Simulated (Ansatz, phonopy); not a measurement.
# Grüneisen parameters and expansion of GaP (F-43m), part 2 of 2

Aim: how the vibrations of GaP shift with volume, and the expansion that follows.

What experiment has found for this phase:
- volume expansion coefficient 15.9 1e-6/K, heat capacity C_P per formula unit 44.2 J/mol/K and bulk modulus 88.7 GPa near room temperature (given in “High-Throughput Prediction of Finite-Temperature Properties using the Quasi-Harmonic Approximation”, 2016, arXiv:1603.06924)

Ansatz 0.2.0; DFT PBE, scalar-relativistic, plane waves, PAW.

So far. Step 10 (A cell at another volume, V/V0 1.03): The run ends at a pressure of -2.12 GPa. Step 11 (Phonons, V/V0 1.03): No mode is imaginary beyond numerical noise at the solved wavevectors. The highest zone-centre mode (no LO–TO term) moved by -3.6 % for a volume change of +3.0 %.

## 12. Single point at a scaled cell, V/V0 0.97

File input.yaml:

```yaml
crystal:
  lattice:
    - [0.0, 2.7252265759, 2.7252265759]
    - [2.7252265759, 0.0, 2.7252265759]
    - [2.7252265759, 2.7252265759, 0.0]
  atoms:
    - { symbol: Ga, position: [0.0, 0.0, 0.0] }
    - { symbol: P, position: [0.25, 0.25, 0.25] }
kpoints:
  mp_grid: { grid: [8, 8, 8] }
hamiltonian:
  xc: pbe
scf:
  occupations: { method: fixed }
output:
  forces: true
  stress: true
  eigenvalues: true
```

On the command line:

```bash
$ ansatz run input.yaml --threads 2 --pin off --max-ram 5120MiB --backend cpu --events-out ev --progress --plain --runs-dir out
```

It took 0.71 s on 2 threads of Intel Xeon 6975P-C (Granite Rapids), shared host; peak memory 0.36 GiB.

The run ends at a pressure of 2.51 GPa.

## 13. Lattice dynamics at this volume, V/V0 0.97

input.yaml, the sections that differ from step 12:

```yaml
output:
  eigenvalues: true
phonons:
  method: dfpt
  dielectric: true
  rigid_motions: translations
  qmesh: [4, 4, 4]
  temperatures: { t_max: 1000, t_step: 50 }
  qpath:
    path:
      - [[0.0, 0.0, 0.0], [-0.5, -0.5, 0.0], [-0.375, -0.375, 0.25]]
      - [[-0.375, 0.0, 0.375], [0.0, 0.0, 0.0], [0.0, 0.0, 0.5], [-0.5, -0.25, 0.25], [-0.5, -0.5, 0.0]]
    npoints: 10
# crystal, kpoints, hamiltonian, scf: as in step 12
```

Elapsed: 1.8 min, on 2 threads; peak memory 1.1 GiB.

No mode is imaginary beyond numerical noise at the solved wavevectors. The highest zone-centre mode (no LO–TO term) moved by +3.8 % for a volume change of -3.0 %.

## 14. Single point at a scaled cell, V/V0 1.05

The cell differs from the one that the last finished run ended in (a 3.854 → 3.957 Å, b 3.854 → 3.957 Å, c 3.854 → 3.957 Å).

input.yaml, the sections that differ from step 13:

```yaml
crystal:
  lattice:
    - [0.0, 2.798176707, 2.798176707]
    - [2.798176707, 0.0, 2.798176707]
    - [2.798176707, 2.798176707, 0.0]
  atoms:
    - { symbol: Ga, position: [0.0, 0.0, 0.0] }
    - { symbol: P, position: [0.25, 0.25, 0.25] }
output:
  forces: true
  stress: true
  eigenvalues: true
# kpoints, hamiltonian, scf: as in step 13
# phonons: removed
```

Run time: 0.79 s. Hardware: 2 threads; peak memory 0.35 GiB; 1.4 s of CPU time.

The run ends at a pressure of -3.35 GPa.

## 15. Phonons, V/V0 1.05

input.yaml, the sections that differ from step 14:

```yaml
output:
  eigenvalues: true
phonons:
  method: dfpt
  dielectric: true
  rigid_motions: translations
  qmesh: [4, 4, 4]
  temperatures: { t_max: 1000, t_step: 50 }
  qpath:
    path:
      - [[0.0, 0.0, 0.0], [-0.5, -0.5, 0.0], [-0.375, -0.375, 0.25]]
      - [[-0.375, 0.0, 0.375], [0.0, 0.0, 0.0], [0.0, 0.0, 0.5], [-0.5, -0.25, 0.25], [-0.5, -0.5, 0.0]]
    npoints: 10
# crystal, kpoints, hamiltonian, scf: as in step 14
```

Elapsed: 1.9 min, on 2 threads; peak memory 1.1 GiB.

No mode is imaginary beyond numerical noise at the solved wavevectors. The highest zone-centre mode (no LO–TO term) moved by -5.8 % for a volume change of +5.0 %.

## 16. Mode Grüneisen parameters

This step: DFT PBE, scalar-relativistic, plane waves, PAW (phonopy 4.10.0).

Numbers from this step:

- share of modes with a negative Grüneisen parameter: 0.18

Mean Grüneisen, by row:

```
T (K)  heat-capacity-weighted mean  root mean square
   50                        0.067             0.501
  100                        0.424             0.793
  200                        0.701             0.981
  300                        0.767             1.021
  500                        0.801             1.042
  800                        0.813             1.049
```

Mean mode Grueneisen parameter against wavenumber:

```
wavenumber (cm⁻¹)  mean mode Grueneisen parameter
                6                               -
               19                          0.0519
               32                          0.0791
               44                            0.26
               57                          0.0235
               69                         -0.0428
               82                          -0.294
               95                          -0.175
              107                          -0.105
              120                           0.214
              133                           0.367
              145                             1.1
              158                            1.08
              170                            1.08
              183                            1.06
              196                            1.05
              208                            1.04
              221                           0.994
              234                            1.01
              246                               -
              259                               -
              272                               -
              284                               -
              297                               -
              309                            1.32
              322                            1.34
              335                             1.4
              347                            1.36
              360                            1.24
              372                            1.25
```

Volume series, by row:

```
 V/V0  V (Å³/atom)  pressure (GPa)  E - E0 (meV/atom)  gap (eV)  zero-point energy (meV/atom)  lowest on the path (cm⁻¹)  highest at Gamma without the LO-TO term (cm⁻¹)
 0.97        20.24           2.508              4.759     1.642                         45.88                          0                                           357.7
0.985        20.55           1.202              1.156     1.628                         45.13                          0                                           351.1
    1        20.87               0                  0     1.578                          44.4                          0                                           344.7
1.015        21.18          -1.106              1.099     1.458                         43.67                          0                                           338.4
 1.03        21.49          -2.124              4.266     1.339                         42.96                          0                                           332.4
 1.05        21.91          -3.355              11.43     1.186                         42.03                          0                                           324.5
```

Table of optical frequency at Gamma without the LO-TO term, mode 4 by V/V0:

```
  V/V0  optical frequency at Gamma without the LO-TO term, mode 4 (cm⁻¹)
0.9700                                                               358
0.9850                                                               351
1.0000                                                               345
1.0150                                                               338
1.0300                                                               332
1.0500                                                               325
```

Grüneisen at points, by row:

```
point  branch  frequency (cm⁻¹)  mode Grüneisen parameter
    Γ       4             344.7                      1.22
    Γ       6             379.2                      1.05
    X       1             101.7                     -0.73
    X       3             241.3                      0.98
    X       4               341                       1.5
    X       6             348.5                       1.2
    U       1             104.9                     -0.49
    U       2             128.6                      0.34
    U       3             217.4                      1.05
    U       4             318.6                      1.34
    U       5             338.7                      1.48
    U       6               372                      1.32
    K       1             104.9                     -0.49
    K       2             128.6                      0.34
    K       3             217.4                      1.05
    K       4             318.6                      1.34
    K       5             338.7                      1.48
    K       6               372                      1.32
    L       1              80.1                     -0.89
    L       3             224.4                      0.88
    L       4             341.6                      1.39
    L       6             351.7                      1.27
    W       1             118.9                      0.23
    W       2             138.8                      0.15
    W       3             207.2                      1.13
    W       4             311.4                      1.31
    W       5               343                       1.5
    W       6             372.7                      1.33
```

## 17. Free-energy fit

This step gave:

```
volume expansion coefficient at 300 K : 18.54 1e-6/K
isothermal bulk modulus at 300 K      : 73.65 GPa
C_P at 300 K                          : 22.13 J/mol-atom/K
Grüneisen parameter at 300 K          : 0.785
```

Energy (each curve on its own zero) against volume; values in meV/atom:

```
volume (Å³/atom)  static  F at 0 K  F at 300 K  F at 900 K
          20.240    4.76      6.63        7.66        12.2
          20.553    1.16      2.28        2.95        5.79
          20.866       0      0.38        0.66        1.74
          21.179     1.1      0.76        0.61       -0.12
          21.492    4.27      3.21        2.62        0.02
          21.909    11.4      9.45        8.22        3.08
```

Phonopy-qha, vinet fit of F(V) at each temperature; no electronic free energy. Qha vinet, by row:

```
T (K)  fitted volume (Å³/atom)  alpha_V (1e-6/K)  B_T (GPa)  C_P (J/mol-atom/K)  Grueneisen
  100                    20.97              5.39      75.35               11.45      0.4469
  150                    20.98             10.81         75               16.25      0.6305
  200                    20.99             14.57      74.58               19.22      0.7161
  250                    21.01             16.96      74.12               21.01      0.7598
  300                    21.03             18.54      73.65               22.13      0.7851
  350                    21.05             19.65      73.17               22.88      0.8013
  400                    21.07             20.47      72.68               23.39      0.8126
  450                    21.09             21.11      72.18               23.76      0.8212
  500                    21.11             21.64      71.69               24.04       0.828
  550                    21.14             22.09      71.19               24.26      0.8336
  600                    21.16             22.48       70.7               24.44      0.8385
  650                    21.18             22.84       70.2               24.58      0.8428
  700                    21.21             23.18       69.7                24.7      0.8468
  750                    21.23             23.49       69.2               24.81      0.8505
  800                    21.26             23.79       68.7                24.9       0.854
  850                    21.28             24.08       68.2               24.98      0.8573
```

Table of volume expansion coefficient, phonopy-qha, Vinet by temperature:

temperature (K), volume expansion coefficient, phonopy-qha, Vinet (1e-6/K) and a bar from the least value:
```
       75        2.6 
      125        8.3 ########
      150       10.8 ###########
      200       14.6 #################
      225       15.9 ##################
      275       17.8 #####################
      300       18.5 ######################
      350       19.6 ########################
      375       20.1 ########################
      425       20.8 #########################
      450       21.1 ##########################
      500       21.6 ##########################
      525       21.9 ###########################
      575       22.3 ###########################
      600       22.5 ############################
      650       22.8 ############################
      675       23.0 ############################
      725       23.3 #############################
      750       23.5 #############################
      800       23.8 #############################
      825       23.9 ##############################
      875       24.2 ##############################
```

The fit gives a volume expansion of 18.5 × 10⁻⁶/K at 300 K.

## 18. Summary of results

- volume expansion coefficient at 300 K: 18.54 1e-6/K
- isothermal bulk modulus at 300 K: 73.65 GPa
- C_P at 300 K: 22.13 J/mol-atom/K
- Grüneisen parameter at 300 K: 0.785
- mean mode Grüneisen parameter at 300 K: 0.767

Near room temperature GaP expands by 18.5 × 10⁻⁶/K in volume by PBE, with C_P = 22.1 J/(mol K) per mole of atoms and B_T = 73.7 GPa. C_P at room temperature is 89 % of the classical 3R an atom, so the stiffest modes are still partly frozen out. A measured volume expansion coefficient near room temperature is 15.9 1e-6/K (arXiv:1603.06924); the calculated 18.5 1e-6/K differs by +17 %. That is the usual direction for this kind of gradient-corrected functional, which gives too large and too soft a cell. A measured bulk modulus near room temperature is 88.7 GPa (arXiv:1603.06924); the calculated 73.7 GPa differs by -17 %. The table does not say whether its value is isothermal or adiabatic. A measured heat capacity per formula unit near room temperature is 44.2 J/mol/K (arXiv:1603.06924); the calculated 44.3 J/mol/K agrees within half a per cent. The heat-capacity-weighted Grüneisen parameter goes from 0.067 at 50 K to 0.813 at 800 K; 18 % of the modes stiffen on expansion. Weighting γ by the density of states and each mode's heat capacity at 300 K, the lowest third of the frequency range (cuts at 130 and 250 cm⁻¹) pulls the cell inward, while the rest pushes it outward. Among the labelled points γ is largest for branch 4 at X (341 cm⁻¹, 1.5) and most negative for branch 1 at L (80.1 cm⁻¹, -0.89). The log warns that the k-mesh is coarse for the response calculation and asks for a check on a denser one. The interpolation has no quadrupole term, so branches near the zone centre are less sure, since this crystal has sites that are not centres of inversion.

[Logs are printed without paths, hosts, clocks, repeated set-up lines and the standing remarks that a program may print on its own settings, such as how far it seeks lower states.]

[Hosts, paths, dates, database ids (printed as entryN), source tags and the programs' standing remarks are cut or masked in the printed files.]

[A step with changed settings may run another functional than the one named; its input shows which.]

[Of the runs on displaced cells, only some may be shown.]
